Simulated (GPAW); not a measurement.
# Core-hole calculation of the C K edge in rock-salt (TiC)₁₋ₓ(ZrC)ₓ at x = 0.75, part 2 of 3

What does the C K edge look like in rock-salt (TiC)₁₋ₓ(ZrC)ₓ at x = 0.75?

GPAW 26.7.0; X-ray absorption from dipole matrix elements to empty bands, plane-wave PAW PBE.

So far. Step 3 (The field without a hole): The mesh shows no gap, so the system is treated as a metal and the core electron is put at the Fermi level (neutral cell).

## Step 5: Spectrum with XCH, C atom 4

The holes are 6.5 Å apart. In GPAW the data set carries the hole's charge, so charge=0 means a charged cell and charge=-1 a neutral one. The excited electron is kept in the cell, where it fills the lowest empty states and screens the hole. After the field has converged, empty bands are computed with the density fixed and the dipole matrix elements are summed.

The absorber has 1 Ti at 2.30 Å, 4 Zr at 2.30 Å and 1 Ti at 2.31 Å (octahedral).

File xas.py:

```python
import numpy as np
from ase import Atoms
from ase.parallel import parprint, paropen
from gpaw import GPAW, PW, FermiDirac, Mixer, MixerDif, setup_paths
from gpaw.test import gen
setup_paths.insert(0, '.')
gen('C', name='fch1s', xcname='PBE', corehole=(1, 0, 1), write_xml=True)
from gpaw.mpi import world
world.barrier()

atoms = Atoms('ZrCZrCZrCTiCTiCZrCZrCZrC',
    cell=[[0, 4.607, 4.607],
     [4.607, 0, 4.607],
     [4.607, 4.607, 0]],
    scaled_positions=[[0.0000829, 0.9998042, 0.0001515],
     [0.7499093, 0.2497024, 0.2503157],
     [0.9998601, 0.999812, 0.5005238],
     [0.750519, 0.2504101, 0.7497209],
     [0.0001242, 0.4996492, 0.0003525],
     [0.7488762, 0.7507605, 0.2494864],
     [0.9999609, 0.4993282, 0.5007441],
     [0.7497456, 0.7499671, 0.7500645],
     [0.5001405, 0.998495, 0.0006197],
     [0.2492415, 0.2506214, 0.250864],
     [0.5000701, 0.9998588, 0.5000577],
     [0.2497977, 0.2498258, 0.7501545],
     [0.4997893, 0.4995862, 0.0004774],
     [0.2505185, 0.7501302, 0.2495799],
     [0.4999552, 0.499809, 0.5004057],
     [0.2498963, 0.7496685, 0.7504354]],
    pbc=True)
atoms.calc = calc = GPAW(legacy_gpaw=True, mode=PW(500, force_complex_dtype=True), xc='PBE', setups={3: 'fch1s'},
    kpts={'size': (4, 4, 4), 'gamma': True}, occupations=FermiDirac(0.1),
    charge=-1, mixer=Mixer(0.1, 5, 50), maxiter=150,
    convergence={'density': 0.0001, 'eigenstates': 1e-6}, txt='scf.txt')
energy = atoms.get_potential_energy() + calc.get_reference_energy()
ef = calc.get_fermi_level()
out = dict(energy=energy, fermi=ef, forces=atoms.get_forces().tolist())
parprint(f'all-electron energy {energy:.4f} eV, Fermi level {ef:.4f} eV')
ev = np.array([[calc.get_eigenvalues(k, s) for k in range(len(calc.get_ibz_k_points()))] for s in range(calc.get_number_of_spins())])
out['homo'], out['lumo'], out['counts'] = ev[ev < ef].max(), ev[ev > ef].min(), sorted(set((ev < ef).sum((0, 2)).tolist()))
out['filled'] = (ev[:, 0] < ef).sum(1).tolist()

from ase.units import Ha
from gpaw.xas import dipole_matrix_elements
nb = int(calc.get_number_of_electrons() / 2) + 142
top, nb = nb, nb + 8 + nb // 12
nscf = calc.fixed_density(kpts={'size': (6, 6, 6), 'gamma': True}, nbands=nb,
    convergence={'bands': top, 'eigenstates': 5e-3}, maxiter=60, txt='nscf.txt')
cell = atoms.cell.array
ops = [cell.T @ U.T @ np.linalg.inv(cell.T) for U in nscf.wfs.kd.symmetry.op_scc]
E = np.arange(-6, 30, 0.1)
fwhm = np.interp(E, [4, 25], [0.9, 3.5])
Y, X, zero, highest = 0, 0, 1e9, 1e9
for spin in range(nscf.get_number_of_spins()):
    wfs = nscf.wfs
    mine = wfs.bd.get_slice()  # this rank's bands
    A = dipole_matrix_elements(wfs.setups[3])
    eps = np.zeros((wfs.kd.nibzkpts, nb))
    d = np.zeros((3, A.shape[1], wfs.kd.nibzkpts, nb), complex)
    for kpt in wfs.kpt_u:
        if kpt.s == spin and 3 in kpt.P_ani:
            eps[kpt.k, mine] = kpt.eps_n * Ha
            d[:, :, kpt.k, mine] = (kpt.weight * wfs.nspins / 2) ** 0.5 * np.inner(A, kpt.P_ani[3])
    world.sum(eps)
    world.sum(d)
    T = np.einsum('amkn,bmkn->abkn', d, d.conj()).real
    T = sum(np.einsum('ai,ijkn,bj->abkn', R, T, R) for R in ops) / len(ops)
    empty = eps > ef
    zero, highest = min(zero, eps[empty].min()), min(highest, eps[:, top - 1].min())
    lines = [(eps, T, empty)] if spin == 0 else lines + [(eps, T, empty)]
for eps, T, empty in lines:
    f = np.einsum('aakn->akn', T).reshape(3, -1)
    x = eps.ravel() - zero
    w = np.interp(x, E, fwhm) / 2.35482
    g = np.exp(-0.5 * ((E[:, None] - x) / w) ** 2) / (w * (2 * np.pi) ** 0.5)
    Y = Y + (f * empty.ravel()) @ g.T
    X = X + (f * ~empty.ravel()) @ g.T
out.update(E=E.round(2).tolist(), xas=Y.tolist(), xes=X.tolist(), zero=zero, valid=highest - zero, nk=len(eps), nb=nb)
for i in range(0, len(E), 10):
    parprint(f'{E[i]:7.2f}', *(f'{v:10.3e}' for v in Y[:, i]))
import json
with paropen('out.json', 'w') as f:
    json.dump(out, f)
```

Run with:

```
$ OMP_NUM_THREADS=1 mpirun -n 4 gpaw python xas.py
```

Numbers of over 12 decimals in the logs are rounded to 6 here.

What it wrote:

```text
Input parameters:
  charge: -1
  convergence: {density: 0.0001,
                eigenstates: 1e-06}
  kpts: {gamma: True,
         size: (4, 4, 4)}
  maxiter: 150
  mixer: {backend: pulay,
          beta: 0.1,
          method: separate,
          nmaxold: 5,
          weight: 50}
  mode: {ecut: 500.0,
         force_complex_dtype: True,
         name: pw}
  occupations: {fixmagmom: False,
                name: fermi-dirac,
                width: 0.1}
  setups: {3: fch1s}
  xc: PBE

Initialize ...

[... PAW data sets ...]

Reference energy: -641726.109017  # eV

Spin-paired calculation

[... convergence settings ...]
Symmetries present (total): 1
  [... symmetry matrices ...]

64 k-points: 4 x 4 x 4 Monkhorst-Pack grid + [1/8,1/8,1/8]
36 k-points in the irreducible part of the Brillouin zone
       k-points in crystal coordinates                weights
   0:     0.00000000    0.00000000    0.00000000          1/64
   1:     0.00000000    0.00000000    0.25000000          2/64
   2:     0.00000000    0.00000000    0.50000000          1/64
   3:     0.00000000    0.25000000   -0.25000000          2/64
   4:     0.00000000    0.25000000    0.00000000          2/64
   5:     0.00000000    0.25000000    0.25000000          2/64
   6:     0.00000000    0.25000000    0.50000000          2/64
   7:     0.00000000    0.50000000    0.00000000          1/64
   8:     0.00000000    0.50000000    0.25000000          2/64
   9:     0.00000000    0.50000000    0.50000000          1/64
          ...
  35:     0.50000000    0.50000000    0.50000000          1/64

Wave functions: Plane wave expansion
  Cutoff energy: 500.000 eV
  Number of coefficients (min, max): 4940, 4992
  Pulay-stress correction: 0.000000 eV/Ang^3 (de/decut=0.000000)
  Using FFTW library
  Wavefunction extrapolation:
    Improved wavefunction reuse through dual PAW basis

Occupation numbers: Fermi-Dirac:
  width: 0.1000  # eV

Eigensolver
   Davidson(niter=2)

Densities:
  Coarse grid: 35*35*35 grid
  Fine grid: 70*70*70 grid
  Total Charge: 0.000000

Density mixing:
  Method: separate
  Backend: pulay
  Linear mixing parameter: 0.1
  old densities: 5
  Width of damping distribution: 1.1
  Damping of long wavelength oscillations: 50

[... Hamiltonian set-up ...]
Number of atoms: 16
Number of atomic orbitals: 136
Number of bands in calculation: 82
Number of valence electrons: 129
Bands to converge: occupied

... initialized

Initializing position-dependent things.

Density initialized from atomic densities
Creating initial wave functions:
  82 bands from LCAO basis set

                       Zr

                 Ti    C

                C    Zr
              Ti C

          C     Zr   C
         Zr   C
                C
             Zr
         C
       Zr

Atomic positions and initial magnetic moments

Positions:
   0 Zr     4.606796    0.001080    4.606480    ( 0.0000,  0.0000,  0.0000)
   1 C      2.303583    4.608037    4.605211    ( 0.0000,  0.0000,  0.0000)
   2 Zr     6.912047    6.912269    9.212489    ( 0.0000,  0.0000,  0.0000)
   3 C      4.607604    6.911605    4.611280    ( 0.0000,  0.0000,  0.0000)
   4 Zr     2.303508    0.002196    2.302456    ( 0.0000,  0.0000,  0.0000)
   5 C      4.608137    4.599456    6.908826    ( 0.0000,  0.0000,  0.0000)
   6 Ti     4.607333    6.913748    6.907225    ( 0.0000,  0.0000,  0.0000)
[...]
13 C      4.605664    2.303953    4.609989    ( 0.0000,  0.0000,  0.0000)
  14 Zr     4.607989    4.608663    4.605914    ( 0.0000,  0.0000,  0.0000)
  15 C      6.910979    4.608528    4.604995    ( 0.0000,  0.0000,  0.0000)

Unit cell:
           periodic     x           y           z      points  spacing
  1. axis:    yes    0.000000    4.607000    4.607000    35     0.1520
  2. axis:    yes    4.607000    0.000000    4.607000    35     0.1520
  3. axis:    yes    4.607000    4.607000    0.000000    35     0.1520

  Lengths:   6.515282   6.515282   6.515282
  Angles:   60.000000  60.000000  60.000000

Effective grid spacing dv^(1/3) = 0.1658

iter:   1  -186.262975
iter:   2  -171.699971   -0.40  -0.87
iter:   3  -161.294956   +0.16  -1.00
iter:   4  -160.688224   -1.06  -1.41
iter:   5  -160.994892   -1.59  -1.45
iter:   6  -160.958172   -0.90  -1.47
iter:   7  -160.656953   -1.41  -1.85
iter:   8  -160.623559   -2.44  -2.09
iter:   9  -160.638958c  -2.37  -2.47
iter:  10  -160.605430c  -2.60  -2.58
iter:  11  -160.602591c  -3.71  -2.80
iter:  12  -160.602406c  -3.97  -2.96
iter:  13  -160.602470c  -4.69  -3.22
iter:  14  -160.602287c  -4.59  -3.47
iter:  15  -160.602296c  -5.72  -3.64
iter:  16  -160.602356c  -5.25  -3.71
iter:  17  -160.602287c  -5.48  -3.82
iter:  18  -160.602297c  -6.54c -4.10c

Converged after 18 iterations.

Dipole moment: (0.049146, -0.176591, 0.275546) |e|*Ang

Energy contributions relative to reference atoms: (reference = -641726.109017)

Kinetic:       +136.511019
Potential:     -154.349123
External:        +0.000000
XC:            -144.699204
Entropy (-ST):   -0.114154
Local:           +1.992088
SIC:             +0.000000
--------------------------
Free energy:   -160.659374
Extrapolated:  -160.602297

Showing only first 2 kpts
 Kpt  Band  Eigenvalues  Occupancy
  0    62     10.40990    1.88764
  0    63     10.73910    0.76896
  0    64     11.31353    0.00399
  0    65     11.31532    0.00392

  1    62     10.05238    1.99667
  1    63     10.07221    1.99594
  1    64     10.54915    1.61347
[...]
Fermi level: 10.69204

No gap
No difference between direct/indirect transitions

Forces in eV/Ang:
  0 Zr    0.01479   -0.04638   -0.00581
  1 C    -0.00114    0.01332    0.00451
  2 Zr    0.02293   -0.02150    0.01336
  3 C    -0.01004   -0.00051   -0.01897
  4 Zr    0.00722   -0.02073   -0.01062
  5 C    -0.01635    0.04094    0.00172
  6 Ti   -0.00716   -0.00688    0.39101
[...]
13 C     0.02780    0.01286   -0.01718
 14 Zr   -0.01077    0.02632    0.00039
 15 C    -0.00922   -0.00241    0.00180
Scalar-relativistic atomic PBE calculation for C (Carbon, Z=6)
Core hole in 1s state (1s occupation: 1.0)
300 radial gridpoints.
|------------------------------------------------|
|------------------------------------------------|
[... the atom generator's iteration count ...]

Energy contributions:
-------------------------
Kinetic:      +26.485384
XC:            -3.485579
Potential:    -49.578981
-------------------------
Total:        -26.579177

state      eigenvalue         ekin         rmax
-----------------------------------------------
1s^1.0 :   -12.360196    17.354082        0.168
2s^2.0 :    -1.099219     2.380344        1.061
2p^2.0 :    -0.784094     2.185307        0.924
-----------------------------------------------
(units: Bohr and Hartree)

Generating PAW setup
Kinetic energy of the core from tauc = 17.362309
Cutoffs:
rc(s)=1.200
rc(p)=1.200
rc(d)=1.200
rc(vbar)=1.080
rc(comp)=1.200
rc(nct)=1.200

Kinetic energy of the core states: 17.354082
Charge: 1.0
Core electrons: 1.0
Valence electrons: 4.0
Pseudo-core charge: 0.009353
Shape function alpha=6.944
Pseudo-electron charge 3.959458
state    eigenvalue         norm
--------------------------------
2s(2) :    -1.099219     1.082315
*s    :    -0.099219
2p(2) :    -0.784094     0.892738
*p    :     0.215906
*d    :     0.000000
--------------------------------

Diagonalizing with gridspacing h=0.050

state   all-electron     PAW
-------------------------------
2s:      -1.099219    -1.100079
2p:      -0.784094    -0.785584
*d:                   -0.070724
*f:                   -0.014625
-------------------------------
all-electron energy -641886.7113 eV, Fermi level 10.6920 eV
[...]
27.00  2.678e-04  2.680e-04  2.630e-04
  28.00  2.918e-04  2.920e-04  2.547e-04
  29.00  2.724e-04  2.724e-04  2.285e-04
```

Wall time 6.6 min (4 MPI ranks of AMD EPYC 9B45 (Zen 5), shared host); peak memory 1.3 GiB; 26 min of CPU time.

The C K spectrum, C atom 4, excited-electron core hole (neutral cell) (energy from the lowest empty level; intensity scaled to a mean of 1 over the first 20 eV):

| E (eV) | isotropic | ε ∥ x | ε ∥ z |
| --- | --- | --- | --- |
| -2.0 | 0.00 | 0.00 | 0.00 |
| -1.0 | 0.00 | 0.01 | 0.00 |
| 0.0 | 0.45 | 0.49 | 0.35 |
| 1.0 | 1.03 | 1.25 | 0.60 |
| 2.0 | 1.05 | 1.33 | 0.49 |
| 3.0 | 1.59 | 0.90 | 2.98 |
| 4.0 | 1.80 | 0.91 | 3.60 |
| 5.0 | 1.28 | 1.23 | 1.38 |
| 6.0 | 0.59 | 0.57 | 0.64 |
| 7.0 | 0.63 | 0.89 | 0.11 |
| 8.0 | 1.14 | 1.47 | 0.46 |
| 9.0 | 1.66 | 1.93 | 1.12 |
| 10.0 | 1.57 | 1.77 | 1.17 |
| 11.0 | 1.27 | 1.27 | 1.28 |
| 12.0 | 1.21 | 1.01 | 1.59 |
| 13.0 | 1.24 | 1.16 | 1.41 |
| 14.0 | 1.15 | 1.20 | 1.04 |
| 15.0 | 0.74 | 0.76 | 0.69 |
| 16.0 | 0.44 | 0.41 | 0.51 |
| 17.0 | 0.38 | 0.35 | 0.46 |
| 18.0 | 0.36 | 0.34 | 0.39 |
| 19.0 | 0.31 | 0.30 | 0.34 |
| 20.0 | 0.30 | 0.29 | 0.32 |
| 21.0 | 0.31 | 0.31 | 0.32 |
| 22.0 | 0.36 | 0.35 | 0.38 |
| 23.0 | 0.46 | 0.44 | 0.50 |
| 24.0 | 0.61 | 0.59 | 0.67 |
| 25.0 | 0.79 | 0.76 | 0.86 |
| 26.0 | 1.00 | 0.97 | 1.05 |
| 27.0 | 1.17 | 1.18 | 1.16 |
| 28.0 | 1.23 | 1.29 | 1.12 |
| 29.0 | 1.14 | 1.20 | 1.01 |

Main maxima below 24 eV (height): 1.6 eV (1.21), 3.6 eV (2.14), 9.3 eV (1.71) and 13.2 eV (1.24). A K edge sees empty p states; the first features are C p mixed into the empty d states of the Ti and Zr neighbours, and the broad ones above probably into the cations' higher empty bands.

The total-energy difference is 287.98 eV. One term is added: -6.71 eV, since the hole is spin-paired here and a spin-polarised one costs that much less in the free atom (computed apart). The photon energy is then 281.27 eV. The functional leaves an error of a few eV in such absolute values.

## Step 6: Cell without a hole, the energy reference

The absorbing element, whose data set is made anew, changes for the next run, so it gets a reference energy of its own.

File scf.py:

```python
import numpy as np
from ase import Atoms
from ase.parallel import parprint, paropen
from gpaw import GPAW, PW, FermiDirac, Mixer, MixerDif, setup_paths
from gpaw.test import gen
setup_paths.insert(0, '.')
gen('Ti', name='nch1s', xcname='PBE', corehole=(1, 0, 0), write_xml=True)
from gpaw.mpi import world
world.barrier()

atoms = Atoms('ZrCZrCZrCTiCTiCZrCZrCZrC',
    cell=[[0, 4.607, 4.607],
     [4.607, 0, 4.607],
     [4.607, 4.607, 0]],
    scaled_positions=[[0.0000829, 0.9998042, 0.0001515],
     [0.7499093, 0.2497024, 0.2503157],
     [0.9998601, 0.999812, 0.5005238],
     [0.750519, 0.2504101, 0.7497209],
     [0.0001242, 0.4996492, 0.0003525],
     [0.7488762, 0.7507605, 0.2494864],
     [0.9999609, 0.4993282, 0.5007441],
     [0.7497456, 0.7499671, 0.7500645],
     [0.5001405, 0.998495, 0.0006197],
     [0.2492415, 0.2506214, 0.250864],
     [0.5000701, 0.9998588, 0.5000577],
     [0.2497977, 0.2498258, 0.7501545],
     [0.4997893, 0.4995862, 0.0004774],
     [0.2505185, 0.7501302, 0.2495799],
     [0.4999552, 0.499809, 0.5004057],
     [0.2498963, 0.7496685, 0.7504354]],
    pbc=True)
atoms.calc = calc = GPAW(legacy_gpaw=True, mode=PW(500, force_complex_dtype=True), xc='PBE', setups={6: 'nch1s'},
    kpts={'size': (4, 4, 4), 'gamma': True}, occupations=FermiDirac(0.1),
    charge=0, mixer=Mixer(0.1, 5, 50), maxiter=150,
    convergence={'density': 0.0001, 'eigenstates': 1e-6}, txt='scf.txt')
energy = atoms.get_potential_energy() + calc.get_reference_energy()
ef = calc.get_fermi_level()
out = dict(energy=energy, fermi=ef, forces=atoms.get_forces().tolist())
parprint(f'all-electron energy {energy:.4f} eV, Fermi level {ef:.4f} eV')
ev = np.array([[calc.get_eigenvalues(k, s) for k in range(len(calc.get_ibz_k_points()))] for s in range(calc.get_number_of_spins())])
out['homo'], out['lumo'], out['counts'] = ev[ev < ef].max(), ev[ev > ef].min(), sorted(set((ev < ef).sum((0, 2)).tolist()))
out['filled'] = (ev[:, 0] < ef).sum(1).tolist()
import json
with paropen('out.json', 'w') as f:
    json.dump(out, f)
```

Run with:

```
$ OMP_NUM_THREADS=1 mpirun -n 4 gpaw python scf.py
```

What it wrote:

```text
Input parameters:
  convergence: {density: 0.0001,
                eigenstates: 1e-06}
  kpts: {gamma: True,
         size: (4, 4, 4)}
  maxiter: 150
  mixer: {backend: pulay,
          beta: 0.1,
          method: separate,
          nmaxold: 5,
          weight: 50}
  mode: {ecut: 500.0,
         force_complex_dtype: True,
         name: pw}
  occupations: {fixmagmom: False,
                name: fermi-dirac,
[...]
4s(2) :    -0.164137     0.992018
3p(6) :    -1.428160     0.433832
4p(0) :    -0.053893     0.982293
3d(2) :    -0.156485     0.588344
*d    :     0.843515
--------------------------------

Diagonalizing with gridspacing h=0.050

state   all-electron     PAW
-------------------------------
3s:      -2.301366    -2.301666
3p:      -1.428160    -1.428851
3d:      -0.156485    -0.156983
*f:                    0.063889
-------------------------------
all-electron energy -642174.6918 eV, Fermi level 10.4209 eV
[key lines of the parts left out:]
Converged after 23 iterations.
Dipole moment: (0.049404, -0.240570, 0.276553) |e|*Ang
Free energy:   -144.250586
Fermi level: 10.42088
```

It took 87 s on 4 MPI ranks; peak memory 0.45 GiB.

Reference energy: -642174.692 eV with the cores included.

[end of part 2 of 3]

[Banner, clock and machine lines of the logs are left out without a mark of their own.]

[Logs are printed without paths, hosts, clocks, repeated set-up lines and the standing remarks that a program may print on its own settings, such as how far it seeks lower states.]

[Hosts, paths, dates, database ids (printed as entryN), source tags and the programs' standing remarks are cut or masked in the printed files.]

[Lists of maxima count a maximum above −3 eV only where it reaches 4 % of the highest in the window and stands out from its surroundings by 2 % of it (1.5 % where it reaches 55 %); shoulders and weaker maxima are passed over, and of the rest the first, up to two pre-edge ones and the few strongest are named.]
